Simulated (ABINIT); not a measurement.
**Beyond one shot: MgO (Fm-3m)**

Aim: iterate the self-energy on MgO (Fm-3m) and follow the gap from cycle to cycle.

Method: PBE and many-body steps on it, plane waves, in ABINIT 10.8.3.

**The experiments to reproduce.**

- Gap 7.83 eV: literature experimental gap; bulk crystal (quoted in “Electronic structure of alkaline earth and post-transition metal oxides”, 2009, arxiv:0908.1581).

- Gap 7.83 eV: direct gap at Gamma, low temperature; bulk crystal (literature value) (quoted in “The Band-Gap Studies of Short-Period CdO/MgO Superlattices”, 2021, pmc:8035356).

**1. The structure**

Symmetry: Fm-3m, No. 225, cubic system. The conventional cell has a = 4.194 Å, b = 4.194 Å, c = 4.194 Å, α = 90.00°, β = 90.00°, γ = 90.00°. Nearest to Mg lie 6 O at 2.10 Å. Nearest to O lie 6 Mg at 2.10 Å. Farther neighbours and most contacts between anions are not listed.

The cell and positions are those that the Materials Project relaxed with its own functionals (PBE, PBE+U or r2SCAN), kept fixed.

**2. Empty states on the mesh, 6×6×6 mesh, 152 bands**

This step: ABINIT 10.8.3; DFT, PBE, plane waves, norm-conserving pseudopotentials.

The sums over transitions need many empty states on a uniform mesh; this step solves for them.

The input, run.abi:

```
acell 3*1.0 Angstrom
rprim 
  -0.000000000000 2.097001392700 2.097001392700
  2.097001392700 0.000000000000 2.097001392700
  2.097001392700 2.097001392700 0.000000000000
ntypat 2
znucl 12 8
natom 2
typat 1 2
xred 
  0.000000000000 0.000000000000 0.000000000000
  0.500000000000 0.500000000000 0.500000000000
pp_dirpath "pseudos"
pseudos "Mg.upf, O.upf"
ecut 38
ngkpt 6 6 6
nshiftk 1
shiftk 0 0 0
kptopt 1
chksymbreak 0
irdden 1
istwfk *1
nband 152
prtvol 0
optdriver 6
gwr_task "HDIAGO"
paral_kgb 0
occopt 1
indata_prefix "in"
outdata_prefix "out"
tmpdata_prefix "tmp"
```

Command:

```sh
$ OMP_NUM_THREADS=1 mpirun -n 8 abinit run.abi > log
```

The program printed:

```text
.Version 10.8.3 of ABINIT. v10.8.2 released Aug 2026.

 Symmetries : space group Fm -3 m (#225); Bravais cF (face-center cubic)
[... echo of the input left out ...]
== DATASET  1 ==================================================================
-   mpi_nproc: 8, omp_nthreads: 1 (-1 if OMP is not activated)

--- !DatasetInfo
iteration_state: {dtset: 1, }
dimensions: {natom: 2, nkpt: 16, mband: 152, nsppol: 1, nspinor: 1, nspden: 1, mpw: 1411, }
cutoff_energies: {ecut:  38.0, pawecutdg:  -1.0, }
[...]
Direct band gap semiconductor
 Fundamental gap:     4.895 (eV)
   VBM:     4.841 (eV) at k: [ 0.0000E+00,  0.0000E+00,  0.0000E+00]
   CBM:     9.736 (eV) at k: [ 0.0000E+00,  0.0000E+00,  0.0000E+00]
 Direct gap:         4.895 (eV) at k: [ 0.0000E+00,  0.0000E+00,  0.0000E+00]

== END DATASET(S) ==============================================================
================================================================================

 -outvars: echo values of variables after computation  --------
           etotal      0.0000000000E+00
            nband         152
             nkpt          16
          spgroup         225
 [... the other variables as echoed above ...]

 Calculation completed.
```

The job ended after 4.8 s (8 MPI ranks of AMD EPYC 7B13 (Zen 3), shared host; peak memory 1.3 GiB).

This step gave:

| Item | Value |
| --- | --- |
| gap | 4.895 eV |
| k of the valence top | 0, 0, 0 |
| k of the conduction bottom | 0, 0, 0 |
| least direct gap | 4.895 eV |
| k points computed | 16 |
| lowest point of the top converged band, above the valence top | 203.5316 eV |

On this mesh the gap is 4.895 eV.

The density comes from a self-consistent run that is not shown.

**3. Screening, 6×6×6 mesh, 144 bands, screening to 359.2 eV**

The RPA dielectric matrix is built and inverted for each q.

This step: RPA screening on PBE, plane waves, norm-conserving pseudopotentials.

run.abi, as its differences from that of step 2:

```diff
@@ -20,10 +20,11 @@
 chksymbreak 0
-irdden 1
 istwfk *1
-nband 152
-prtvol 0
-optdriver 6
-gwr_task "HDIAGO"
-paral_kgb 0
 occopt 1
+irdwfk 1
+optdriver 3
+nband 144
+ecuteps 13.2
+inclvkb 2
+awtr 1
+symchi 1
 indata_prefix "in"
```

The program printed:

```text
.Version 10.8.3 of ABINIT. v10.8.2 released Aug 2026.

 Symmetries : space group Fm -3 m (#225); Bravais cF (face-center cubic)
[... echo of the input left out ...]
== DATASET  1 ==================================================================
-   mpi_nproc: 8, omp_nthreads: 1 (-1 if OMP is not activated)

--- !DatasetInfo
iteration_state: {dtset: 1, }
dimensions: {natom: 2, nkpt: 16, mband: 144, nsppol: 1, nspinor: 1, nspden: 1, mpw: 1411, }
cutoff_energies: {ecut:  38.0, pawecutdg:  -1.0, }
electrons: {nelect:   1.60000000E+01, charge:   0.00000000E+00, occopt:   1.00000000E+00, tsmear:   1.00000000E-02, }

 SCREENING: Calculation of the susceptibility and dielectric matrices

 Based on a program developped by R.W. Godby, V. Olevano, G. Onida, and L. Reining.
 Incorporated in ABINIT by V. Olevano, G.-M. Rignanese, and M. Torrent.
.Using double precision arithmetic ; gwpc =  8

[... cell and pseudopotentials left out ...]
--------------------------------------------------------------------------------

 ==== K-mesh for the wavefunctions ====
 Number of points in the irreducible wedge :    16
[... list of points left out ...]
 Together with 48 symmetry operations and time-reversal symmetry
 yields   216 points in the full Brillouin Zone.

 ==== Q-mesh for the screening function ====
 Number of points in the irreducible wedge :    16
[... list of points left out ...]
 Together with 48 symmetry operations and time-reversal symmetry
 yields   216 points in the full Brillouin Zone.

 setmesh: FFT mesh size selected  =    25x   25x   25
          total number of points  =        15625

 vcoul_init : cutoff-mode = AUXILIARY_FUNCTION
 q-points for optical limit:   1
     1)      0.000010    0.000020    0.000030

- screening: taking advantage of time-reversal symmetry
- Maximum band index for partially occupied states nbvw = 8
- Remaining bands to be divided among processors   nbcw = 136
- Number of bands treated by each node ~17

 Number of electrons calculated from density =   16.0000; Expected =   16.0000
 average of density, n =  0.128557
 r_s =    1.2291
 omega_plasma =   34.5863 [eV]

 calculating chi0 at frequencies [eV] :
  1    0.000000E+00    0.000000E+00
  2    0.000000E+00    3.458631E+01

--------------------------------------------------------------------------------
  q-point number  1        q = ( 0.000000, 0.000000, 0.000000) [r.l.u.]
--------------------------------------------------------------------------------
[... chi0 elements left out ...]
 For q-point:  0.000010 0.000020 0.000030
  dielectric constant =   3.0151
  dielectric constant without local fields =   3.2379

  Average fulfillment of the sum rule on Im[epsilon] for q-point    1 :     82.53  [%]
[... wings left out ...]
  q-point number  2        q = ( 0.166667, 0.000000, 0.000000) [r.l.u.]
--------------------------------------------------------------------------------
[... chi0 elements left out ...]
  Average fulfillment of the sum rule on Im[epsilon] for q-point    2 :     94.82  [%]

 [... 14 further q-points ...]
```

Elapsed: 45 s, on 8 MPI ranks; peak memory 1.6 GiB; 5.9 min of CPU time.

Numbers from this step:

```yaml
eps_infinity_with_local_fields_on_this_mesh_along_the_program_s_q_direction: 3.015
the_same_without_local_fields: 3.238
plasma_frequency: 34.59 eV
plane_waves_in_the_screening_matrix: 283
```

Local fields lower ε∞ by 7 %.

**4. G0W0**

The self-energy is evaluated for the states that the input lists, and the levels follow from it, in one-shot runs by the linearised quasiparticle equation.

This step: G0W0 on PBE, plane waves, norm-conserving pseudopotentials.

run.abi, as its differences from that of step 3:

```diff
@@ -23,8 +23,19 @@
 irdwfk 1
-optdriver 3
+optdriver 4
 nband 144
+gwcalctyp 0
+ecutsigx 38
+symsigma 1
+nkptgw 3
+kptgw 
+  0.0000000000 0.0000000000 0.0000000000
+  0.5000000000 0.0000000000 0.0000000000
+  0.5000000000 0.5000000000 0.0000000000
+bdgw 
+  6 12
+  7 10
+  7 10
 ecuteps 13.2
-inclvkb 2
-awtr 1
-symchi 1
+irdscr 1
+ppmodel 1
 indata_prefix "in"
```

The program printed:

```text
.Version 10.8.3 of ABINIT. v10.8.2 released Aug 2026.

 Symmetries : space group Fm -3 m (#225); Bravais cF (face-center cubic)
[... echo of the input left out ...]
== DATASET  1 ==================================================================
-   mpi_nproc: 8, omp_nthreads: 1 (-1 if OMP is not activated)

--- !DatasetInfo
iteration_state: {dtset: 1, }
dimensions: {natom: 2, nkpt: 16, mband: 144, nsppol: 1, nspinor: 1, nspden: 1, mpw: 1411, }
cutoff_energies: {ecut:  38.0, pawecutdg:  -1.0, }
electrons: {nelect:   1.60000000E+01, charge:   0.00000000E+00, occopt:   1.00000000E+00, tsmear:   1.00000000E-02, }

 SIGMA: Calculation of the GW corrections

 Based on a program developped by R.W. Godby, V. Olevano, G. Onida, and L. Reining.
 Incorporated in ABINIT by V. Olevano, G.-M. Rignanese, and M. Torrent.
.Using double precision arithmetic ; gwpc =  8

[... cell and pseudopotentials left out ...]
--------------------------------------------------------------------------------

 ==== K-mesh for the wavefunctions ====
 Number of points in the irreducible wedge :    16
[... list of points left out ...]
 Together with 48 symmetry operations and time-reversal symmetry
 yields   216 points in the full Brillouin Zone.

 ==== Q-mesh for screening function ====
 Number of points in the irreducible wedge :    16
[... list of points left out ...]
 Together with 48 symmetry operations and time-reversal symmetry
 yields   216 points in the full Brillouin Zone.

 vcoul_init : cutoff-mode = AUXILIARY_FUNCTION
 q-points for optical limit:   1
     1)      0.000010    0.000020    0.000030
 setmesh: FFT mesh size selected  =    32x   32x   32
          total number of points  =        32768

 Number of electrons calculated from density =   16.0000; Expected =   16.0000
 average of density, n =  0.128557
 r_s =    1.2291
 omega_plasma =   34.5863 [eV]

 === KS Band Gaps ===
  >>>> For spin  1
   Minimum direct gap =   4.8948 [eV], located at k-point      :   0.0000  0.0000  0.0000
   Fundamental gap    =   4.8948 [eV], Top of valence bands at :   0.0000  0.0000  0.0000
                                       Bottom of conduction at :   0.0000  0.0000  0.0000
 SIGMA fundamental parameters:
 PLASMON POLE MODEL  1
 number of plane-waves for SigmaX                 1411
 number of plane-waves for SigmaC and W            283
 number of plane-waves for wavefunctions          1411
 number of bands                                   144
 number of independent spin polarizations            1
 number of spinorial components                      1
 number of k-points in IBZ                          16
 number of q-points in IBZ                          16
 number of symmetry operations                      48
 number of k-points in BZ                          216
 number of q-points in BZ                          216
 number of frequencies for dSigma/dE                 9
 frequency step for dSigma/dE [eV]                0.25
 number of omega for Sigma on real axis              0
 max omega for Sigma on real axis  [eV]           0.00
 zcut for avoiding poles [eV]                     0.10

 EPSILON^-1 parameters (SCR file):
 dimension of the eps^-1 matrix on file            283
 dimension of the eps^-1 matrix used               283
 number of plane-waves for wavefunctions          1411
 number of bands                                   144
 number of q-points in IBZ                          16
 number of frequencies                               2
 number of real frequencies                          1
 number of imag frequencies                          1

 matrix elements of self-energy operator (all in [eV])

 Perturbative Calculation

--- !SelfEnergy_ee
iteration_state: {dtset: 1, }
kpoint     : [   0.000,    0.000,    0.000, ]
spin       : 1
KS_gap     :    4.895
QP_gap     :    7.260
Delta_QP_KS:    2.365
data: !SigmaeeData |
     Band     E0 <VxcDFT>   SigX SigC(E0)      Z dSigC/dE  Sig(E)    E-E0       E
        6   4.841 -20.153 -25.631   3.600   0.807  -0.239 -21.668  -1.515   3.326
        7   4.841 -20.153 -25.631   3.600   0.807  -0.239 -21.668  -1.515   3.326
        8   4.841 -20.153 -25.631   3.600   0.807  -0.239 -21.668  -1.515   3.326
        9   9.736 -13.562  -8.944  -3.623   0.854  -0.170 -12.712   0.850  10.586
       10  20.877  -9.643  -3.728  -4.673   0.863  -0.159  -8.572   1.071  21.948
       11  20.877  -9.643  -3.728  -4.673   0.863  -0.159  -8.572   1.071  21.948
[...]
--- !SelfEnergy_ee
iteration_state: {dtset: 1, }
kpoint     : [   0.500,    0.000,    0.000, ]
spin       : 1
KS_gap     :    8.670
QP_gap     :   11.332
Delta_QP_KS:    2.662
data: !SigmaeeData |
     Band     E0 <VxcDFT>   SigX SigC(E0)      Z dSigC/dE  Sig(E)    E-E0       E
[...]
--- !SelfEnergy_ee
iteration_state: {dtset: 1, }
kpoint     : [   0.500,    0.500,    0.000, ]
spin       : 1
KS_gap     :   10.595
QP_gap     :   13.130
Delta_QP_KS:    2.534
data: !SigmaeeData |
     Band     E0 <VxcDFT>   SigX SigC(E0)      Z dSigC/dE  Sig(E)    E-E0       E
[...]
8   3.490 -18.810 -24.747   3.767   0.807  -0.239 -20.561  -1.751   1.740
        9  14.086  -8.929  -3.915  -4.118   0.874  -0.144  -8.146   0.784  14.869
       10  14.995 -12.074  -6.425  -4.381   0.866  -0.155 -10.976   1.098  16.093

== END DATASET(S) ==============================================================
================================================================================

 -outvars: echo values of variables after computation  --------
           etotal      0.0000000000E+00
            nband         144
             nkpt          16
          spgroup         225
 [... the other variables as echoed above ...]

 Calculation completed.
```

It took 26 s on 8 MPI ranks; peak memory 2 GiB; 3.5 min of CPU time.

This step gave:

```
G0W0 gap on the points computed              : 7.26 eV
starting gap on the mesh                     : 4.895 eV
k of the valence top                         : 0, 0, 0
k of the conduction bottom                   : 0, 0, 0
Z at the valence top                         : 0.807
Z at the conduction bottom                   : 0.854
least direct G0W0 gap on the computed points : 7.26 eV
```

The gap on the mesh goes from 4.89 eV to 7.26 eV, a correction of +2.37 eV.

**5. evGW0, cycle 1**

This step: evGW0 on PBE, plane waves, norm-conserving pseudopotentials.

run.abi, as its differences from that of step 4:

```diff
@@ -25,14 +25,40 @@
 nband 144
-gwcalctyp 0
+gwcalctyp 10
 ecutsigx 38
 symsigma 1
-nkptgw 3
+nkptgw 16
 kptgw 
   0.0000000000 0.0000000000 0.0000000000
+  0.1666666667 0.0000000000 0.0000000000
+  0.3333333333 0.0000000000 0.0000000000
   0.5000000000 0.0000000000 0.0000000000
+  0.1666666667 0.1666666667 0.0000000000
+  0.3333333333 0.1666666667 0.0000000000
+  0.5000000000 0.1666666667 0.0000000000
+  -0.3333333333 0.1666666667 0.0000000000
+  -0.1666666667 0.1666666667 0.0000000000
+  0.3333333333 0.3333333333 0.0000000000
+  0.5000000000 0.3333333333 0.0000000000
+  -0.3333333333 0.3333333333 0.0000000000
   0.5000000000 0.5000000000 0.0000000000
+  0.5000000000 0.3333333333 0.1666666667
+  -0.3333333333 0.3333333333 0.1666666667
+  -0.3333333333 0.5000000000 0.1666666667
 bdgw 
-  6 12
-  7 10
-  7 10
+  1 15
+  1 15
+  1 15
+  1 15
+  1 15
+  1 15
+  1 15
+  1 15
+  1 15
+  1 15
+  1 15
+  1 15
+  1 15
+  1 15
+  1 15
+  1 15
 ecuteps 13.2
```

The program printed:

```text
.Version 10.8.3 of ABINIT. v10.8.2 released Aug 2026.

 Symmetries : space group Fm -3 m (#225); Bravais cF (face-center cubic)
[... echo of the input left out ...]
== DATASET  1 ==================================================================
-   mpi_nproc: 8, omp_nthreads: 1 (-1 if OMP is not activated)

--- !DatasetInfo
iteration_state: {dtset: 1, }
dimensions: {natom: 2, nkpt: 16, mband: 144, nsppol: 1, nspinor: 1, nspden: 1, mpw: 1411, }
cutoff_energies: {ecut:  38.0, pawecutdg:  -1.0, }
electrons: {nelect:   1.60000000E+01, charge:   0.00000000E+00, occopt:   1.00000000E+00, tsmear:   1.00000000E-02, }

 SIGMA: Calculation of the GW corrections

 Based on a program developped by R.W. Godby, V. Olevano, G. Onida, and L. Reining.
 Incorporated in ABINIT by V. Olevano, G.-M. Rignanese, and M. Torrent.
.Using double precision arithmetic ; gwpc =  8

[... cell and pseudopotentials left out ...]
--------------------------------------------------------------------------------

 ==== K-mesh for the wavefunctions ====
 Number of points in the irreducible wedge :    16
[... list of points left out ...]
 Together with 48 symmetry operations and time-reversal symmetry
 yields   216 points in the full Brillouin Zone.

 ==== Q-mesh for screening function ====
 Number of points in the irreducible wedge :    16
[... list of points left out ...]
 Together with 48 symmetry operations and time-reversal symmetry
 yields   216 points in the full Brillouin Zone.

 vcoul_init : cutoff-mode = AUXILIARY_FUNCTION
 q-points for optical limit:   1
     1)      0.000010    0.000020    0.000030
 setmesh: FFT mesh size selected  =    32x   32x   32
          total number of points  =        32768

 Number of electrons calculated from density =   16.0000; Expected =   16.0000
[...]
QP_gap     :   15.048
Delta_QP_KS:    3.082
data: !SigmaeeData |
     Band     E_DFT   <VxcDFT>   E(N-1)  <Hhartree>   SigX  SigC[E(N-1)]    Z     dSigC/dE  Sig[E(N)]  DeltaE  E(N)_pert E(N)_diago
[...]
--- !SelfEnergy_ee
iteration_state: {dtset: 1, }
kpoint     : [  -0.333,    0.500,    0.167, ]
spin       : 1
KS_gap     :   12.350
QP_gap     :   15.295
Delta_QP_KS:    2.945
data: !SigmaeeData |
     Band     E_DFT   <VxcDFT>   E(N-1)  <Hhartree>   SigX  SigC[E(N-1)]    Z     dSigC/dE  Sig[E(N)]  DeltaE  E(N)_pert E(N)_diago
[...]
14    29.822   -10.733    29.822    40.556    -3.482    -5.726     0.825    -0.211    -9.474     1.259    31.082    31.348
       15    31.546   -12.706    31.546    44.251    -5.057    -5.885     0.813    -0.229   -11.271     1.434    32.980    33.309

 New Fermi energy :        2.516269E-01 Ha ,    6.847116E+00 eV
 New Exchange energy :    -1.100646E+01 Ha ,   -2.995010E+02 eV

 === QP Band Gaps ===
  >>>> For spin  1
   Minimum direct gap =   7.7672 [eV], located at k-point      :   0.0000  0.0000  0.0000
   Fundamental gap    =   7.7672 [eV], Top of valence bands at :   0.0000  0.0000  0.0000
                                       Bottom of conduction at :   0.0000  0.0000  0.0000

 writing QP data on file : out_QPS

 Convergence of QP corrections
 >>>>> For spin  1 <<<<<
.  kptgw no:  1; Maximum DeltaE = (  -5.634  -0.020) for band index:  3
.  kptgw no:  2; Maximum DeltaE = (  -5.700   0.012) for band index:  3
.  kptgw no:  3; Maximum DeltaE = (  -5.836   0.100) for band index:  2
[...]
.  kptgw no: 15; Maximum DeltaE = (  -5.864   0.037) for band index:  3
.  kptgw no: 16; Maximum DeltaE = (  -5.892   0.024) for band index:  4

== END DATASET(S) ==============================================================
================================================================================

 -outvars: echo values of variables after computation  --------
           etotal      0.0000000000E+00
            nband         144
             nkpt          16
          spgroup         225
 [... the other variables as echoed above ...]

 Calculation completed.
```

It took 21 min on 8 MPI ranks; peak memory 2.6 GiB.

This step gave:

```
quasiparticle gap on the mesh                         : 7.767 eV
gap of the density functional on the mesh             : 4.895 eV
k of the valence top                                  : 0, 0, 0
k of the conduction bottom                            : 0, 0, 0
Z at the valence top                                  : 0.807
Z at the conduction bottom                            : 0.854
least direct quasiparticle gap on the computed points : 7.767 eV
```

Against G0W0 in ABINIT (6×6×6 mesh, 144 bands, screening to 359.2 eV, Godby-Needs plasmon pole), the gap moves by +0.507 eV. This first cycle still uses the starting levels; it takes the full correction, at all points of the mesh, and its linearised value is 7.260 eV.

(Continued in part 2 of 2.)

[Paths, hosts, dates, memory and timing lines, banners, echoed tables and standing remarks are left out of the program output.]

[Logs are printed without paths, hosts, clocks, repeated set-up lines and the standing remarks that a program may print on its own settings, such as how far it seeks lower states.]

[Runs of the session that timed out or met a known fault of the program may be left out.]

[No measured gap is set beside runs whose start may be inverted or whose files or cutoffs have a known fault.]

[Loops that did not settle are left out.]

[Hosts, paths, dates, database ids (printed as entryN), source tags and the programs' standing remarks are cut or masked in the printed files.]

[G0W0 gaps are taken among the corrected bands and points alone; a level outside them can change the order at an edge.]

[Where Ansatz stands beside ABINIT at settings called matched, ABINIT's density can come from a denser mesh and the files from another edition; pairs whose starting gaps differed by over 0.03 eV were left out, so agreement reads better than it is.]
